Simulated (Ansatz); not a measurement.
# K on Pt(111): change of the work function

Wanted: Δφ(θ) for K/Pt(111), starting from the fcc site.

Program: Ansatz 0.2.0. Level of theory: plane-wave DFT, PBE, Ansatz PAW. Results are calculated unless marked as measured.

## Step 1: Set-up

The cell holds 4 atoms: 4 Pt. Its edges and angles: a = 2.772 Å, b = 2.772 Å, c = 24.790 Å, α = 90.0°, β = 90.0°, γ = 60.0°. Vacuum lies along c.

## Step 2: The clean slab

The bare slab comes first, as the zero from which every change is counted. The two lowest layers are held at bulk places and the upper ones relax. The dipole correction removes the false field that a one-sided slab makes across the periodic vacuum, so each face gets a flat vacuum level of its own.

Input file input.yaml:

```yaml
crystal:
  lattice:
    - [2.7718585823, 0.0, 0.0]
    - [1.3859292911, 2.4004999479, 0.0]
    - [0.0, 0.0, 24.7896391657]
  atoms:
    - { symbol: Pt, position: [0.0, 0.0, 0.3630549013] }
    - { symbol: Pt, position: [0.3333333333, 0.3333333333, 0.4543516338] }
    - { symbol: Pt, position: [0.6666666667, 0.6666666667, 0.5456483662] }
    - { symbol: Pt, position: [0.0, 0.0, 0.6369450987] }
kpoints:
  mp_grid: { grid: [12, 12, 1] }
hamiltonian:
  xc: pbe
scf:
  occupations: { method: fermi_dirac, width: 0.1 }
  convergence: { dr2_threshold: 1.0e-08 }
efield:
  axis: 3
  dipole_correction: true
  ramp_position: 0.97
  ramp_width: 0.06
relax:
  f_tol: 0.02
  max_steps: 60
  constraints: [{ sites: [0, 1] }]
output:
  write_potential: true
  write_density: true
  volumetric_format: npy
```

Launch:

```
$ ansatz run input.yaml --threads 4 --pin off --max-ram 16384MiB --backend cpu --events-out ev --progress --plain --runs-dir out
```

Numbers of over 12 decimals in the logs are rounded to 6 here.

The log of the run:

```text
Engine: ansatz 0.2.0, aarch64-unknown-linux-gnu
Pseudopotentials: kind: paw
Pseudopotential: Pt, paw, valence charge 18, recommended cutoff 420 eV (normal), Pt.paw.azcp
Functional definition: PBE
  parameter kappa = 0.804
  parameter beta = 0.066725
  exchange = pbe_x(kappa = kappa, mu = beta*pi^2/3)
  correlation = pbe_c(beta = beta)
Crystal: 4 atoms, lattice volume = 164.946 Å³
Basis set: ecut = 420 eV, 3263 PW (Γ), exchange–correlation on 40×40×360 points (8 copies of the dense FFT grid, shifted against one another)
Bands: 44, of which v1, the nominal top of the filled ones, is band 36 counted from 1 (35 counted from 0)
Symmetry: 6 space group operations
k-points: 19 of 144 (time reversal used)
Non-local potential: Pt, projectors of the file, l = 0: 3, l = 1: 2, l = 2: 2, l = 3: 1
PAW form: soft (Blöchl's): semilocal exchange-correlation on the pseudo side does not see the compensation charge
PAW one-centre angular grid: Pt, 590 points (default); XC on 64 Gauss nodes
Initial density: superposition of atomic densities (neutral atoms: chi_scale 0, normalization atom), corrected by the library's trained network
Initial wavefunctions: pseudopotential atomic-orbital guess
Functional: x = pbe(κ = 0.804, μ = 0.219515), c = pbe(β = 0.066725)
SCF iter   1: F=—  HF=-50090.991717 eV  |F-HF|=—  |Δ(HF+E_count)|=         —  Δρ=5.75e-3  dr2=3.09e-1  ethr=1.77e-3  p=-0.000 e·Å  D=-7.16e-15 V/Å  ΔV_dip=0.00 eV  dr2_dipole=3.81e-7  V_vac-E_F(+/−)=5.23/5.23 eV  ⟨swp⟩=8.8  Hψ=3876  notcnv=0  defer=3
efield: sawtooth ramp at fractional position 0.9700 (set: `efield.ramp_position`, or a place that a band, a saddle search or an elastic batch's reference lends), width 0.0600; the density the first Hamiltonian is built on has a dipole p = -0.000 e·Å; the dipole correction subtracts the counter field D = -7.16e-15 V/Å, which shifts the + side's vacuum level by +0.00 eV against the − side's; the planar-averaged density in the ramp window peaks in size at 7.4e-6 e/Å³
preconditioner: auto → LDOS  [metal: Δε(μ)=0.021 eV  Ē_g=7.789 eV  σ=0.100 eV  W_gap=0.05  n_scr=18 (ndim 8)  ℏωp=18.3 eV  f_vac=0.582  D(μ)=6.47/eV (n_scr^D=38)  β→1.0]
SCF iter   2: F=—  HF=-50090.990102 eV  |F-HF|=—  |Δ(HF+E_count)|=   1.61e-3  Δρ=3.29e-3  dr2=3.42e-2  ethr=4.29e-4  p=-0.000 e·Å  D=-9.35e-6 V/Å  ΔV_dip=0.00 eV  dr2_dipole=9.91e-8  V_vac-E_F(+/−)=5.71/5.71 eV  ⟨swp⟩=2.5  Hψ=1067  notcnv=0  defer=17
SCF iter   3: F=—  HF=-50090.987444 eV  |F-HF|=—  |Δ(HF+E_count)|=   2.66e-3  Δρ=1.41e-3  dr2=2.98e-2  ethr=4.75e-5  p=0.000 e·Å  D=7.75e-6 V/Å  ΔV_dip=-0.00 eV  dr2_dipole=2.74e-8  V_vac-E_F(+/−)=5.60/5.60 eV  ⟨swp⟩=2.6  Hψ=1528  notcnv=0  defer=17
SCF iter   4: F=—  HF=-50090.985222 eV  |F-HF|=—  |Δ(HF+E_count)|=   2.22e-3  Δρ=6.04e-4  dr2=1.66e-3  ethr=4.14e-5  p=-0.000 e·Å  D=-5.42e-7 V/Å  ΔV_dip=0.00 eV  dr2_dipole=9.16e-11  V_vac-E_F(+/−)=5.69/5.69 eV  ⟨swp⟩=2.1  Hψ=1183  notcnv=0  defer=17
SCF iter   5: F=—  HF=-50090.985125 eV  |F-HF|=—  |Δ(HF+E_count)|=   9.70e-5  Δρ=2.71e-4  dr2=8.45e-5  ethr=2.30e-6  p=-0.000 e·Å  D=-3.90e-7 V/Å  ΔV_dip=0.00 eV  dr2_dipole=9.10e-10  V_vac-E_F(+/−)=5.68/5.68 eV  ⟨swp⟩=2.7  Hψ=1289  notcnv=0  defer=17
SCF iter   6: F=—  HF=-50090.985171 eV  |F-HF|=—  |Δ(HF+E_count)|=   4.56e-5  Δρ=4.16e-5  dr2=6.87e-6  ethr=1.17e-7  p=-0.000 e·Å  D=-3.58e-7 V/Å  ΔV_dip=0.00 eV  dr2_dipole=4.46e-10  V_vac-E_F(+/−)=5.66/5.66 eV  ⟨swp⟩=2.3  Hψ=1289  notcnv=0  defer=17
SCF iter   7: F=—  HF=-50090.985173 eV  |F-HF|=—  |Δ(HF+E_count)|=   1.85e-6  Δρ=1.19e-5  dr2=1.38e-7  ethr=9.54e-9  p=-0.000 e·Å  D=-5.42e-8 V/Å  ΔV_dip=0.00 eV  dr2_dipole=9.52e-11  V_vac-E_F(+/−)=5.66/5.66 eV  ⟨swp⟩=2.1  Hψ=1237  notcnv=0  defer=15
SCF iter   8: F=-50090.985173 eV  HF=-50090.985173 eV  |F-HF|=5.49e-8  |Δ(HF+E_count)|=   2.85e-7  Δρ=3.95e-6  dr2=8.81e-9  ethr=1.39e-11  p=-0.000 e·Å  D=-3.69e-9 V/Å  ΔV_dip=0.00 eV  dr2_dipole=1.60e-11  V_vac-E_F(+/−)=5.66/5.66 eV  ⟨swp⟩=8.6  Hψ=6861  notcnv=0
SCF 1 converged in 8 iterations: F = -50090.985173 eV  dr2 = 8.81e-9
  greatest PAW one-centre occupation: 1.000 electrons in one spin orbital (limit 2), on the Pt atom at site 2 (counted from 0), in its partial waves of l = 0
relax step   1: F+E_penalty+E_count = -50090.98517332 eV  Δ(F+E_penalty+E_count) = +0.000e0 eV  max|allowed force component| = 4.882e-1 eV/Å  Δτ_max = 0.0000 Å  (8 SCF iters, accepted)
Initial density: handed on by an earlier stage of this run
Initial wavefunctions: those handed on with the density
iter 1 solved again at ethr=6.41e-4 eV; its pass at ethr=3.10e-3 eV (dr2=4.62e-1 eV) is discarded
SCF iter   1: F=—  HF=-50091.029097 eV  |F-HF|=—  |Δ(HF+E_count)|=         —  Δρ=1.16e-2  dr2=4.80e-1  ethr=6.41e-4  p=0.000 e·Å  D=2.66e-7 V/Å  ΔV_dip=-0.00 eV  dr2_dipole=1.45e-1  V_vac-E_F(+/−)=5.71/5.71 eV  ⟨swp⟩=1.3  Hψ=3370  notcnv=0  defer=8
efield: sawtooth ramp at fractional position 0.9700 (set: `efield.ramp_position`, or a place that a band, a saddle search or an elastic batch's reference lends), width 0.0600; the density the first Hamiltonian is built on has a dipole p = 0.000 e·Å; the dipole correction subtracts the counter field D = 2.66e-7 V/Å, which shifts the + side's vacuum level by -0.00 eV against the − side's; the planar-averaged density in the ramp window peaks in size at 3.0e-6 e/Å³
preconditioner: auto → LDOS  [metal: Δε(μ)=0.019 eV  Ē_g=7.721 eV  σ=0.100 eV  W_gap=0.05  n_scr=18 (ndim 8)  ℏωp=18.3 eV  f_vac=0.575  D(μ)=6.64/eV (n_scr^D=50)  β→1.0]
SCF iter   2: F=—  HF=-50091.023852 eV  |F-HF|=—  |Δ(HF+E_count)|=   5.24e-3  Δρ=5.67e-3  dr2=1.45e-1  ethr=6.41e-4  p=0.004 e·Å  D=4.87e-3 V/Å  ΔV_dip=-0.12 eV  dr2_dipole=2.41e-2  V_vac-E_F(+/−)=5.55/5.67 eV  ⟨swp⟩=2.2  Hψ=1413  notcnv=0  defer=8
SCF iter   3: F=—  HF=-50091.004026 eV  |F-HF|=—  |Δ(HF+E_count)|=   1.98e-2  Δρ=2.86e-3  dr2=4.20e-2  ethr=2.02e-4  p=-0.007 e·Å  D=-7.20e-3 V/Å  ΔV_dip=0.18 eV  dr2_dipole=8.42e-5  V_vac-E_F(+/−)=5.86/5.68 eV  ⟨swp⟩=2.5  Hψ=1442  notcnv=0  defer=8
SCF iter   4: F=—  HF=-50090.997103 eV  |F-HF|=—  |Δ(HF+E_count)|=   6.92e-3  Δρ=9.64e-4  dr2=2.01e-3  ethr=5.84e-5  p=-0.003 e·Å  D=-3.38e-3 V/Å  ΔV_dip=0.08 eV  dr2_dipole=4.64e-5  V_vac-E_F(+/−)=5.76/5.68 eV  ⟨swp⟩=2.2  Hψ=1278  notcnv=0  defer=9
SCF iter   5: F=—  HF=-50090.996566 eV  |F-HF|=—  |Δ(HF+E_count)|=   5.37e-4  Δρ=2.91e-4  dr2=3.62e-4  ethr=2.79e-6  p=-0.003 e·Å  D=-2.80e-3 V/Å  ΔV_dip=0.07 eV  dr2_dipole=2.93e-5  V_vac-E_F(+/−)=5.74/5.68 eV  ⟨swp⟩=2.4  Hψ=1502  notcnv=0  defer=14
[...]
SCF iter   5: F=—  HF=-50091.007567 eV  |F-HF|=—  |Δ(HF+E_count)|=   1.08e-4  Δρ=1.80e-4  dr2=2.14e-4  ethr=1.16e-6  p=-0.001 e·Å  D=-7.97e-4 V/Å  ΔV_dip=0.02 eV  dr2_dipole=3.83e-6  V_vac-E_F(+/−)=5.69/5.67 eV  ⟨swp⟩=3.1  Hψ=1402  notcnv=0  defer=18
SCF iter   6: F=—  HF=-50091.007565 eV  |F-HF|=—  |Δ(HF+E_count)|=   1.81e-6  Δρ=9.20e-5  dr2=5.87e-5  ethr=2.97e-7  p=-0.001 e·Å  D=-1.00e-3 V/Å  ΔV_dip=0.02 eV  dr2_dipole=6.27e-8  V_vac-E_F(+/−)=5.70/5.67 eV  ⟨swp⟩=1.1  Hψ=836  notcnv=0  defer=18
SCF iter   7: F=—  HF=-50091.007553 eV  |F-HF|=—  |Δ(HF+E_count)|=   1.18e-5  Δρ=3.49e-5  dr2=1.06e-5  ethr=8.15e-8  p=-0.001 e·Å  D=-1.10e-3 V/Å  ΔV_dip=0.03 eV  dr2_dipole=8.90e-8  V_vac-E_F(+/−)=5.70/5.67 eV  ⟨swp⟩=1.2  Hψ=849  notcnv=0  defer=18
SCF iter   8: F=—  HF=-50091.007547 eV  |F-HF|=—  |Δ(HF+E_count)|=   6.41e-6  Δρ=1.21e-5  dr2=9.31e-7  ethr=1.47e-8  p=-0.001 e·Å  D=-1.07e-3 V/Å  ΔV_dip=0.03 eV  dr2_dipole=4.31e-9  V_vac-E_F(+/−)=5.70/5.67 eV  ⟨swp⟩=1.3  Hψ=862  notcnv=0  defer=18
SCF iter   9: F=—  HF=-50091.007565 eV  |F-HF|=—  |Δ(HF+E_count)|=   1.86e-5  Δρ=4.45e-6  dr2=4.79e-8  ethr=1.29e-9  p=-0.001 e·Å  D=-1.05e-3 V/Å  ΔV_dip=0.03 eV  dr2_dipole=1.77e-11  V_vac-E_F(+/−)=5.70/5.67 eV  ⟨swp⟩=2.0  Hψ=1206  notcnv=0  defer=17
SCF iter  10: F=-50091.007565 eV  HF=-50091.007565 eV  |F-HF|=8.49e-9  |Δ(HF+E_count)|=   3.09e-8  Δρ=1.25e-6  dr2=6.34e-9  ethr=1.39e-11  p=-0.001 e·Å  D=-1.05e-3 V/Å  ΔV_dip=0.03 eV  dr2_dipole=6.37e-10  V_vac-E_F(+/−)=5.70/5.67 eV  ⟨swp⟩=10.8  Hψ=6133  notcnv=0
SCF 3 converged in 10 iterations: F = -50091.007565 eV  dr2 = 6.34e-9
relax step   3: F+E_penalty+E_count = -50091.00756550 eV  Δ(F+E_penalty+E_count) = -1.103e-2 eV  max|allowed force component| = 7.115e-2 eV/Å  Δτ_max = 0.0918 Å  (10 SCF iters, accepted)
SCF iter   1: F=—  HF=-50091.008192 eV  |F-HF|=—  |Δ(HF+E_count)|=         —  Δρ=8.74e-4  dr2=5.06e-3  ethr=8.17e-5  p=-0.001 e·Å  D=-1.05e-3 V/Å  ΔV_dip=0.03 eV  dr2_dipole=1.69e-3  V_vac-E_F(+/−)=5.70/5.68 eV  ⟨swp⟩=2.1  Hψ=1462  notcnv=0  defer=18
efield: sawtooth ramp at fractional position 0.9700 (set: `efield.ramp_position`, or a place that a band, a saddle search or an elastic batch's reference lends), width 0.0600; the density the first Hamiltonian is built on has a dipole p = -0.001 e·Å; the dipole correction subtracts the counter field D = -1.05e-3 V/Å, which shifts the + side's vacuum level by +0.03 eV against the − side's; the planar-averaged density in the ramp window peaks in size at 2.0e-6 e/Å³
preconditioner: auto → LDOS  [metal: Δε(μ)=0.023 eV  Ē_g=7.759 eV  σ=0.100 eV  W_gap=0.06  n_scr=18 (ndim 8)  ℏωp=18.3 eV  f_vac=0.578  D(μ)=6.69/eV (n_scr^D=50)  β→1.0]
SCF iter   2: F=—  HF=-50091.008116 eV  |F-HF|=—  |Δ(HF+E_count)|=   7.63e-5  Δρ=3.88e-4  dr2=1.13e-3  ethr=7.03e-6  p=-0.001 e·Å  D=-6.34e-4 V/Å  ΔV_dip=0.02 eV  dr2_dipole=3.13e-4  V_vac-E_F(+/−)=5.69/5.67 eV  ⟨swp⟩=2.1  Hψ=1263  notcnv=0  defer=18
SCF iter   3: F=—  HF=-50091.008027 eV  |F-HF|=—  |Δ(HF+E_count)|=   8.81e-5  Δρ=2.54e-4  dr2=3.19e-4  ethr=1.57e-6  p=-0.002 e·Å  D=-1.78e-3 V/Å  ΔV_dip=0.04 eV  dr2_dipole=1.14e-6  V_vac-E_F(+/−)=5.72/5.67 eV  ⟨swp⟩=2.1  Hψ=1334  notcnv=0  defer=18
SCF iter   4: F=—  HF=-50091.007979 eV  |F-HF|=—  |Δ(HF+E_count)|=   4.87e-5  Δρ=5.52e-5  dr2=1.73e-5  ethr=4.43e-7  p=-0.001 e·Å  D=-1.25e-3 V/Å  ΔV_dip=0.03 eV  dr2_dipole=8.32e-7  V_vac-E_F(+/−)=5.70/5.67 eV  ⟨swp⟩=2.6  Hψ=1384  notcnv=0  defer=18
SCF iter   5: F=—  HF=-50091.007980 eV  |F-HF|=—  |Δ(HF+E_count)|=   1.25e-6  Δρ=2.60e-5  dr2=4.55e-6  ethr=2.40e-8  p=-0.001 e·Å  D=-1.28e-3 V/Å  ΔV_dip=0.03 eV  dr2_dipole=1.21e-7  V_vac-E_F(+/−)=5.70/5.67 eV  ⟨swp⟩=2.7  Hψ=1356  notcnv=0  defer=18
SCF iter   6: F=—  HF=-50091.007983 eV  |F-HF|=—  |Δ(HF+E_count)|=   2.75e-6  Δρ=1.36e-5  dr2=1.32e-6  ethr=6.32e-9  p=-0.001 e·Å  D=-1.27e-3 V/Å  ΔV_dip=0.03 eV  dr2_dipole=2.79e-9  V_vac-E_F(+/−)=5.70/5.67 eV  ⟨swp⟩=1.2  Hψ=826  notcnv=0  defer=18
SCF iter   7: F=—  HF=-50091.007983 eV  |F-HF|=—  |Δ(HF+E_count)|=   1.03e-7  Δρ=5.23e-6  dr2=2.30e-7  ethr=1.84e-9  p=-0.001 e·Å  D=-1.26e-3 V/Å  ΔV_dip=0.03 eV  dr2_dipole=3.75e-9  V_vac-E_F(+/−)=5.70/5.67 eV  ⟨swp⟩=1.2  Hψ=830  notcnv=0  defer=18
SCF iter   8: F=—  HF=-50091.007983 eV  |F-HF|=—  |Δ(HF+E_count)|=   2.13e-8  Δρ=1.98e-6  dr2=1.77e-8  ethr=3.19e-10  p=-0.001 e·Å  D=-1.27e-3 V/Å  ΔV_dip=0.03 eV  dr2_dipole=2.49e-10  V_vac-E_F(+/−)=5.70/5.67 eV  ⟨swp⟩=1.3  Hψ=909  notcnv=0  defer=18
SCF iter   9: F=-50091.007983 eV  HF=-50091.007983 eV  |F-HF|=3.28e-9  |Δ(HF+E_count)|=   1.65e-8  Δρ=5.76e-7  dr2=7.83e-10  ethr=1.39e-11  p=-0.001 e·Å  D=-1.27e-3 V/Å  ΔV_dip=0.03 eV  dr2_dipole=4.15e-12  V_vac-E_F(+/−)=5.70/5.67 eV  ⟨swp⟩=9.9  Hψ=5738  notcnv=0
SCF 4 converged in 9 iterations: F = -50091.007983 eV  dr2 = 7.83e-10
relax step   4: F+E_penalty+E_count = -50091.00798290 eV  Δ(F+E_penalty+E_count) = -4.174e-4 eV  max|allowed force component| = 3.487e-4 eV/Å  Δτ_max = 0.0131 Å  (9 SCF iters, accepted)
NSCF: frozen V_eff on 19 k-points
the band table was solved once a step of the walk had ended and its energy, with any forces and stress, was formed, with the checks that follow a solve (4584 applications of the Hamiltonian). They found nothing against the state; the energy, forces and stress were not computed again (output.eigenvalues in the input reference)
SCF converged after 9 iterations
Free energy (F): -50091.007983 eV
Harris-Foulkes:  -50091.007983 eV  (|F-HF|=3.28e-9)
Internal energy: -50090.790083 eV  (E = F + TS)
E sigma→0 (E₀):  -50090.899033 eV
Entropy (-TS):   -0.217900 eV (-54.475 meV/atom)
Fermi energy:    4.900471 eV
Dipole field:    D = -0.001269 V/Å  (p = -0.001156 e·Å, saw-weighted, corrected)
Work function:   Φ+ = 5.7030 eV   Φ− = 5.6716 eV
Levels:          The Fermi level and band energies are counted from a zero that moves with the ramp; work functions are not
--- Per-component energies (eV) ---
  E_band       = -1818.910560
  E_kinetic    = 2546.761399
  E_local      = -123966.042925  (includes V_loc(G=0)·N_el)
  E_nonlocal   = 800.189997
  E_hartree    = 60581.101335
  E_xc         = -1044.614578
  E_vxc        = -1207.827318  (∫ρ·V_xc dr)
  E_paw        = -37816.082999  (= ΣΔE_a)
  E_vpaw       = -1154.195293  (= ΣTr[D̂ρ^β])
  E_aug_tail   = 0.000812  (compensation charges beyond the density's cutoff)
  E_efield     = 0.000001  (sawtooth field / dipole correction)
  E_vefield    = 0.003642  (∫n·V_field dr)
  E_ewald      = 48807.896875
  E_smearing   = -0.217900  (= −TS)
  E_closure    = -0.000000  (closes the sum)
  Σ components = -50091.007983   (vs F -50091.007983, Δ=0.00e0)
--- Forces (eV/Å), atoms counted from 1 ---
  atom   1  Pt    -0.00000000    -0.00000000    -0.48014120
  atom   2  Pt     0.00000000    -0.00000000     0.47992532
  atom   3  Pt    -0.00000000    -0.00000000     0.00034872
  atom   4  Pt     0.00000000     0.00000000    -0.00014185
  max |Σ_I F_I| component: 9.01e-6 eV/Å
--- Band table (eV; the first three rows and the last of 19) ---
  k-point 0: bands = [... 32 lower, 3.3721, 3.7295, 3.7295, 4.4538, 4.4538, 4.4677, 4.8736, 4.8736, ... 4 higher]
  k-point 1: bands = [... 32 lower, 3.2564, 3.5694, 3.7370, 3.8498, 4.2372, 4.4477, 4.8839, 5.4119, ... 4 higher]
  k-point 2: bands = [... 32 lower, 3.0456, 3.1540, 3.4980, 3.7132, 4.4250, 4.6025, 4.9064, 6.3631, ... 4 higher]
  k-point 18: bands = [... 32 lower, 4.2535, 4.5924, 4.6084, 4.6216, 9.8513, 9.8824, 9.8903, 10.6257, ... 4 higher]
--- Relaxed structure (4 steps of the walk, 4 accepted, 0 SCFs on fresh bases) ---
  F+E_penalty+E_count = -50091.00798290 eV   max|allowed force component| = 3.487e-4 eV/Å
  atoms:
    - { symbol: Pt, position: [0.0, 0.0, 0.363055] }
    - { symbol: Pt, position: [0.333333, 0.333333, 0.454352] }
    - { symbol: Pt, position: [0.666667, 0.666667, 0.547405] }
    - { symbol: Pt, position: [1.786073762132227e-18, -8.930368810661091e-19, 0.641619] }
```

Wall time 17 s (4 threads of Arm Neoverse V1, shared host); peak memory 0.49 GiB.

Relaxation path:

```csv
step,energy less that of the first step (eV),largest force component (eV/Å)
1,0.0000,0.4882
2,-0.0114,0.3306
3,-0.0224,0.0711
4,-0.0228,0.0003
```

Forces are held to the 6 operations that the run works with; a distortion that breaks them can't arise in this run.

The atoms that moved most (Å):

```
atom     dx     dy     dz  length
 Pt4  0.000  0.000  0.116   0.116
 Pt3  0.000  0.000  0.044   0.044
```

The relaxed structure:

```xyz
4
Lattice="2.7719 0.0000 0.0000 1.3859 2.4005 0.0000 0.0000 0.0000 24.7896" Properties=species:S:1:pos:R:3
Pt    0.0000    0.0000    9.0000
Pt    1.3859    0.8002   11.2632
Pt    2.7719    1.6003   13.5700
Pt    0.0000    0.0000   15.9055
```

Numbers from this step:

* energy at zero smearing: -50090.8990 eV
* work function, upper face: 5.703 eV
* work function, lower face: 5.672 eV
* dipole along the normal: -0.001156 e·Å
* step between the vacuum levels: 0.03145 eV

Running mean over 2.263 Å of the planar mean; the ramp of the sawtooth is left out. Electron's electrostatic potential energy less the Fermi level against z:

```
z (Å)  electron's electrostatic potential energy less the Fermi level (eV)
  3.5                                                                 5.67
  4.0                                                                 5.67
  4.5                                                                 5.67
  5.0                                                                 5.67
  5.5                                                                 5.66
  6.0                                                                 5.61
  6.5                                                                 5.42
  7.0                                                                 4.60
  7.5                                                                 1.20
  8.0                                                                -4.97
  8.5                                                                -9.97
  9.0                                                                -11.6
  9.5                                                                -11.9
 10.0                                                                -12.1
 10.5                                                                -12.1
 11.0                                                                -12.2
 11.5                                                                -12.1
 12.0                                                                -11.8
 12.5                                                                -11.7
 13.0                                                                -11.9
 13.5                                                                -12.1
 14.0                                                                -11.8
 14.5                                                                -11.2
 15.0                                                                -11.2
 15.5                                                                -11.5
 16.0                                                                -11.3
 16.5                                                                -9.22
 17.0                                                                -3.69
 17.5                                                                 2.21
 18.0                                                                 4.90
 18.5                                                                 5.51
 19.0                                                                 5.66
 19.5                                                                 5.69
 20.0                                                                 5.70
 20.5                                                                 5.70
 21.0                                                                 5.70
 21.5                                                                 5.70
```

The relaxation took 4 steps and lowered the energy by 0.023 eV; the largest force on the free atoms ends at 3.5e-4 eV/Å.

The work function of the upper face is 5.70 eV.

[end of part 1 of 3]

[Logs are printed without paths, hosts, clocks, repeated set-up lines and the standing remarks that a program may print on its own settings, such as how far it seeks lower states.]

[Hosts, paths, dates, database ids (printed as entryN), source tags and the programs' standing remarks are cut or masked in the printed files.]

[Maps of the electrostatic potential energy from Ansatz leave out the sawtooth potential of an applied field or a dipole correction, so their vacuum need not be flat; planar profiles and work functions include it.]
